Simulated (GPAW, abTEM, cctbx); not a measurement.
# YAg2Au: the scripts behind a bonding study

Short scripts, each with its output. The cell comes from substitution in a known structure type and wasn't matched to any measured phase.

### 1. Build the all-electron density and subtract free atoms

```text
cell
1.0
    -5.068566900    0.000000000    0.000000000
     0.000000000    0.000000000   -5.235703790
     0.000000000   -6.155877330    0.000000000
Au Ag Y
2 4 2
Direct
0.000000000 0.662465680 0.500000000
0.500000000 0.337534320 0.000000000
0.500000000 0.854789200 0.758330500
0.500000000 0.854789200 0.241669500
0.000000000 0.145210800 0.741669500
0.000000000 0.145210800 0.258330500
0.500000000 0.362077470 0.500000000
0.000000000 0.637922530 0.000000000
```

```python
import numpy as np
from ase.io import read
from ase.units import Bohr
from gpaw import GPAW, PW, FermiDirac
from gpaw.calculator import GPAW as OldGPAW
from gpaw.mpi import serial_comm, world
from scipy.special import erfc
from scipy.spatial import cKDTree

atoms = read("cell.vasp")
atoms.calc = GPAW(mode=PW(450), xc="PBE", kpts={"size": (5, 5, 4), "gamma": True},
                 occupations=FermiDirac(0.1), maxiter=120, symmetry={"tolerance": 1e-5}, txt="scf.txt")
atoms.get_potential_energy()
rho = atoms.calc.get_all_electron_density(gridrefinement=2)
moments = atoms.get_magnetic_moments() if atoms.calc.get_number_of_spins() == 2 else np.zeros(len(atoms))
total = atoms.get_magnetic_moment() if moments.any() else 0.0
if world.rank == 0:
    free = OldGPAW(mode=PW(450), xc="PBE", txt=None, communicator=serial_comm)
    neutral = atoms.copy()
    neutral.set_initial_magnetic_moments(None)
    free.initialize(neutral)
    free.set_positions(neutral)
    drho = rho - free.get_all_electron_density(gridrefinement=2)
    # GPAW starts from confined atoms: exchange their smooth part for that of the datasets' free atoms
    h = np.stack(np.meshgrid(*[np.fft.fftfreq(n, 1 / n) for n in drho.shape], indexing="ij"), -1)
    gabs = np.linalg.norm(h @ atoms.cell.reciprocal(), axis=-1)
    tails = np.fft.fftn(free.get_pseudo_density(gridrefinement=2))
    g, form, v0 = np.linspace(0, gabs.max(), 1500), {}, 0
    for e in set(atoms.symbols):
        idx = atoms.symbols.search(e)
        d = free.setups[idx[0]].data
        r, w = d.rgd.r_g * Bohr, d.rgd.r_g**2 * d.rgd.dr_g
        j0 = np.sinc(2 * g[:, None] * r)
        smooth = sum(f * p**2 for f, p in zip(d.f_j, d.phit_jg)) + np.sqrt(4 * np.pi) * d.nct_g
        full = sum(f * p**2 for f, p in zip(d.f_j, d.phi_jg)) + np.sqrt(4 * np.pi) * d.nc_g
        phase = sum(np.exp(-2j * np.pi * h @ s) for s in atoms.get_scaled_positions()[idx])
        tails -= np.interp(gabs, g, j0 @ (smooth * w)) * phase * drho.size / atoms.get_volume()
        form[e] = j0 @ (full * w)
        v0 += 2 * np.pi / 3 * 14.3996 * (full * w * r**2).sum() * len(idx)  # V A^3
    tails *= 0.5 * erfc((gabs - 1.8) / 0.25)  # the tails differ at long wavelengths alone
    drho += np.fft.ifftn(tails).real  # crystal minus superposed spherical free atoms
    np.save("drho.npy", drho)
    dv = atoms.get_volume() / drho.size
    print("grid", drho.shape, " electrons %.3f" % (rho.sum() * dv), " moved by bonding %.3f e" % (abs(drho).sum() * dv / 2))
    pts = np.indices(drho.shape).reshape(3, -1).T / drho.shape @ atoms.cell
    shifts = (np.indices((3, 3, 3)).reshape(3, -1).T - 1) @ atoms.cell
    images = (atoms.positions[None] + shifts[:, None]).reshape(-1, 3)
    dist, idx = cKDTree(images).query(pts, k=4)
    out = drho.ravel()[dist[:, 0] > 0.5]
    print("deformation density beyond 0.5 A of the nuclei: max %.3f, min %.3f e/A^3" % (out.max(), out.min()))
    tie = dist < dist[:, :1] + 1e-4
    q = -np.bincount((idx % len(atoms))[tie], (drho.ravel()[:, None] / tie.sum(1, keepdims=True) * tie)[tie], len(atoms)) * dv
    print("atom        x       y       z   Voronoi charge  moment")
    for a, s, c, m in zip(atoms, atoms.get_scaled_positions(), q, moments):
        print("%-2s%-3d %7.4f %7.4f %7.4f %10.3f %10.2f" % (a.symbol, a.index + 1, *s, c, m))
    np.savez("free.npz", g=g, **form)
    print("mean inner potential of superposed free atoms %.3f V" % (v0 / atoms.get_volume()))
    print("total magnetic moment %.3f muB" % total)
```

```console
$ OMP_NUM_THREADS=1 mpirun -n 4 gpaw python run.py > gpaw.log
```

```text
grid (50, 54, 64)  electrons 424.000  moved by bonding 1.949 e
deformation density beyond 0.5 A of the nuclei: max 0.058, min -0.206 e/A^3
atom        x       y       z   Voronoi charge  moment
Au1    0.0000  0.6625  0.5000     -0.042       0.00
Au2    0.5000  0.3375  0.0000     -0.042       0.00
Ag3    0.5000  0.8548  0.7583     -0.016       0.00
Ag4    0.5000  0.8548  0.2417     -0.016       0.00
Ag5    0.0000  0.1452  0.7417     -0.016       0.00
Ag6    0.0000  0.1452  0.2583     -0.016       0.00
Y 7    0.5000  0.3621  0.5000      0.074       0.00
Y 8    0.0000  0.6379  0.0000      0.074       0.00
mean inner potential of superposed free atoms 23.309 V
total magnetic moment 0.000 muB
```

Time: 32 s on 4 cores of Intel(R) Xeon(R) Platinum 8488C (Sapphire Rapids) (shared host), peak memory 1 GiB.

### 2. Fourier-transform the difference

```python
from cctbx import adptbx, crystal, miller, xray
from cctbx.eltbx import tiny_pse
import numpy as np

cs = crystal.symmetry(unit_cell=(5.0686, 6.1559, 5.2357, 90, 90, 90), space_group_symbol='Hall: P 2 2ab -1ab')  # Pmmn
atoms = [  # label, site, U (iso, or U11 U22 U33 U12 U13 U23 in A^2), occupancy
    ("Au1", (0, 0.5, 0.33753), 0.0000, 1),
    ("Ag1", (0.5, 0.24167, 0.14521), 0.0000, 1),
    ("Y1", (0.5, 0.5, 0.63792), 0.0000, 1),
]
xs = xray.structure(crystal_symmetry=cs)
for label, site, u, occ in atoms:
    u = adptbx.u_cif_as_u_star(cs.unit_cell(), u) if isinstance(u, tuple) else u
    xs.add_scatterer(xray.scatterer(label, site=site, u=u, occupancy=occ))
xs.scattering_type_registry(table="wk1995")
drho = np.load("drho.npy")
T = np.array([[-1, 0, 0], [0, 0, -1], [0, -1, 0]])  # conventional axes in terms of the primitive ones
dF = np.fft.ifftn(drho) * 163.36169  # electrons a conventional cell, indexed by primitive hkl
ms = miller.build_set(cs, anomalous_flag=False, d_min=0.9).sort("resolution")
iam = ms.structure_factors_from_scatterers(xs, algorithm="direct").f_calc()
p1 = xs.expand_to_p1()
z = np.array([tiny_pse.table(sc.scattering_type).atomic_number() for sc in p1.scatterers()])
x = np.array(p1.sites_frac())
free = np.load("free.npz")
print("static structure factors of the conventional cell: F in electrons, V (Mott-Bethe) in volts")
print("   h  k  l      d  |F| table  |F| free   |F| DFT   change   |V| free  |V| DFT  change %")
for h, d, table in list(zip(ms.indices(), ms.d_spacings().data(), iam.data()))[:16]:
    df = dF[tuple(np.rint(np.linalg.solve(T, h)).astype(int))]
    phase = np.exp(2j * np.pi * x @ h)
    f = sum(np.interp(1 / d, free["g"], free[sc.scattering_type]) * p for sc, p in zip(p1.scatterers(), phase))
    fz = (z * phase).sum()
    c = 14.3996 * d * d / (np.pi * cs.unit_cell().volume())
    v0, v1 = abs(fz - f) * c, abs(fz - f - df) * c
    print("%4d%3d%3d %7.4f %9.3f %9.3f %9.3f %8.3f %9.3f %8.3f %8s" % (h + (d, abs(table), abs(f), abs(f + df), abs(f + df) - abs(f), v0, v1, "%.1f" % (100 * (v1 / v0 - 1)) if v0 > 0.02 else "-")))
```

```console
$ python run.py
```

```text
static structure factors of the conventional cell: F in electrons, V (Mott-Bethe) in volts
   h  k  l      d  |F| table  |F| free   |F| DFT   change   |V| free  |V| DFT  change %
   0  0  1  5.2357    16.826    16.834    17.067    0.233     0.936    0.756    -19.2
   0  1  1  3.9883    66.047    65.870    65.745   -0.125     0.717    0.773      7.8
   1  1  0  3.9129    87.261    87.037    86.852   -0.184     1.202    1.281      6.6
   1  0  1  3.6417    41.913    41.985    41.978   -0.007     1.288    1.290      0.2
   1  1  1  3.1343    26.593    26.526    26.522   -0.005     0.128    0.127     -1.0
   0  2  0  3.0780    44.561    44.720    44.769    0.049     1.145    1.132     -1.1
   0  2  1  2.6534   206.213   205.981   205.441   -0.539     8.198    8.305      1.3
   0  0  2  2.6179   110.626   110.513   110.063   -0.450     4.039    4.126      2.1
   2  0  0  2.5343   349.764   349.358   348.232   -1.125    13.451   13.654      1.5
   0  1  2  2.4091    66.579    66.537    66.292   -0.245     1.110    1.150      3.6
   1  2  1  2.3508   276.429   276.099   275.209   -0.890    10.223   10.361      1.3
   1  0  2  2.3259   321.135   320.739   319.723   -1.016    11.993   12.147      1.3
   2  0  1  2.2811    16.712    16.818    16.886    0.068     0.180    0.170     -5.5
   1  1  2  2.1758    51.244    51.208    50.981   -0.227     1.372    1.403      2.2
   2  1  1  2.1390    59.528    59.495    59.223   -0.272     1.025    1.060      3.4
   0  2  2  1.9941    31.389    31.399    31.300   -0.100     0.659    0.671      1.7
```

Time: 0.22 s on 1 core of Intel(R) Xeon(R) Platinum 8488C (Sapphire Rapids) (shared host), peak memory 0.08 GiB.

### 3. Scan a probe

```python
import abtem
import numpy as np
from ase.build import make_supercell
from ase.io import read

abtem.config.set({"dask.lazy": False, "fft": "fftw", "diagnostics.progress_bar": False})
M = [[0, -1, 0], [0, 0, 1], [-1, 0, 0]]  # rows: x, y and beam direction in the primitive cell's axes
unit = make_supercell(read("cell.vasp"), M)
unit.set_cell(list(unit.cell.lengths()) + [90, 90, 90], scale_atoms=True)
unit.positions[:, 2] += 0.6336  # keeps atomic planes off the slice boundaries
unit.wrap()
slab = unit * (3, 2, 4)
print(slab.get_chemical_formula(), "| box %.2f x %.2f x %.2f A" % tuple(slab.cell.lengths()))

# change of the potential by bonding, from the DFT deformation density (Poisson's equation term by term)
drho = np.load("drho.npy")
prim = read("cell.vasp")
h = np.stack(np.meshgrid(*[np.fft.fftfreq(n, 1 / n) for n in drho.shape], indexing="ij"), -1).reshape(-1, 3).astype(int)
g2 = ((h @ prim.cell.reciprocal()) ** 2).sum(1)
keep = (g2 > 0) & (g2 < 2.5**2)
shape = (38, 44, 32)
vg = np.zeros(shape, complex)
hm = h[keep] @ np.array(M).T
move = np.exp(-2j * np.pi * hm[:, 2] * (0.6336 / unit.cell[2, 2] - 0.5 / shape[2]))  # the same shift, sampled at mid-points
vg[tuple(hm.T % np.array(shape)[:, None])] = -14.3996 / np.pi * (np.fft.fftn(drho).ravel() / drho.size)[keep] / g2[keep] * move
dV = np.fft.ifftn(vg).real * vg.size
dV = dV.reshape(38, 44, 4, 8).mean(3) * unit.cell[2, 2] / 4  # V A, projected in each slice
dV = np.tile(dV.transpose(2, 0, 1), (4, 3, 2))


def build(atoms):
    p = abtem.Potential(atoms, gpts=(114, 88), slice_thickness=[slab.cell[2, 2] / 16] * 16,
                        parametrization="lobato", projection="infinite", exit_planes=8).build()
    p.array[:] += BONDING * dV
    return p


def potentials():
    yield build(slab)  # atoms at rest


for label, BONDING in (("IAM", 0.0), ("DFT", 1.0)):
    print("=====", label)
    potential = build(slab)
    print("grid", potential.gpts, "slices", potential.num_slices)
    thickness = potential.exit_thicknesses
    probe = abtem.Probe(energy=100000, semiangle_cutoff=21)
    probe.grid.match(potential)
    print("wavelength %.5f A, largest angle on the grid %.0f mrad" % (probe.wavelength, min(probe.cutoff_angles)))
    detectors = {"ABF": (10, 21), "BF": (0, 10), "LAADF": (25, 67)}  # mrad
    columns = [  # name, x, y (A)
        ("Au", 1.767, 3.078),
        ("Ag", 0.760, 4.668),
        ("Y", 3.340, 3.078),
        ("void", 2.618, 1.539),
    ]
    scan = abtem.GridScan(start=(0.0000, 0.0000), end=(5.2357, 6.1559), gpts=(13, 15), endpoint=False)
    dets = [abtem.AnnularDetector(*v) for v in detectors.values()] + [abtem.PixelatedDetector(max_angle=32)]
    runs = [probe.scan(p, scan=scan, detectors=dets, max_batch=32) for p in potentials()]
    out = [sum(x[1:], x[0]) / len(x) for x in zip(*runs)]
    images = dict(zip(detectors, out))
    images["iCOM"] = out[-1].center_of_mass().integrate_gradient()
    np.save(label + "_pacbed.npy", out[-1].array.mean(axis=(1, 2)))
    print("PACBED pixel %.3f x %.3f mrad" % out[-1].angular_sampling)
    for name, im in images.items():
        im = im.interpolate(sampling=0.1, boundary="periodic").gaussian_filter(0.25)
        np.save(label + "_" + name + ".npy", im.array)
        print(name, "signal at the columns" + (", fraction of the beam" if name in detectors else ""))
        print("  t (A)     mean" + "".join("%10s" % c[0][:9] for c in columns))
        for t, a in list(zip(thickness, im.array))[1:]:
            at = [a[round((x - 0.0000) / im.sampling[0]) % a.shape[0], round((y - 0.0000) / im.sampling[1]) % a.shape[1]] for _, x, y in columns]
            print("%7.1f %8.5f" % (t, a.mean()) + "".join("%10.5f" % v for v in at))
```

```console
$ python run.py
```

```text
Ag96Au48Y48 | box 15.71 x 12.31 x 20.27 A
===== IAM
grid (114, 88) slices 16
wavelength 0.03701 A, largest angle on the grid 87 mrad
PACBED pixel 2.357 x 3.006 mrad
ABF signal at the columns, fraction of the beam
  t (A)     mean        Au        Ag         Y      void
   10.1  0.68356   0.52271   0.61662   0.62599   0.70711
   20.3  0.59752   0.26366   0.40064   0.42648   0.66017
BF signal at the columns, fraction of the beam
  t (A)     mean        Au        Ag         Y      void
   10.1  0.23479   0.17432   0.22224   0.22934   0.26075
   20.3  0.20216   0.07125   0.15905   0.18303   0.27545
LAADF signal at the columns, fraction of the beam
  t (A)     mean        Au        Ag         Y      void
   10.1  0.04942   0.19735   0.12150   0.09993   0.01101
   20.3  0.12614   0.36829   0.32660   0.26737   0.02942
iCOM signal at the columns
  t (A)     mean        Au        Ag         Y      void
   10.1  0.03993   0.07465   0.06663   0.06783   0.02135
   20.3  0.03993   0.08335   0.09083   0.09491   0.00636
===== DFT
grid (114, 88) slices 16
wavelength 0.03701 A, largest angle on the grid 87 mrad
PACBED pixel 2.357 x 3.006 mrad
ABF signal at the columns, fraction of the beam
  t (A)     mean        Au        Ag         Y      void
   10.1  0.68334   0.52200   0.61603   0.62611   0.70681
   20.3  0.59686   0.26267   0.39914   0.42685   0.65943
BF signal at the columns, fraction of the beam
  t (A)     mean        Au        Ag         Y      void
   10.1  0.23477   0.17423   0.22229   0.22945   0.26079
   20.3  0.20206   0.07116   0.15911   0.18337   0.27535
LAADF signal at the columns, fraction of the beam
  t (A)     mean        Au        Ag         Y      void
   10.1  0.04959   0.19792   0.12181   0.09981   0.01113
   20.3  0.12664   0.36905   0.32744   0.26704   0.02984
iCOM signal at the columns
  t (A)     mean        Au        Ag         Y      void
   10.1  0.04036   0.07546   0.06755   0.06787   0.02100
   20.3  0.04036   0.08447   0.09218   0.09462   0.00532
```

Time: 5.4 s.

[Outputs are excerpts: Python notices, other lines and further rows are left out; steps that failed or that the build refused (PBEsol, TPSS) are not shown.]

[Logs are printed without paths, hosts, clocks, repeated set-up lines and the standing remarks that a program may print on its own settings, such as how far it seeks lower states.]
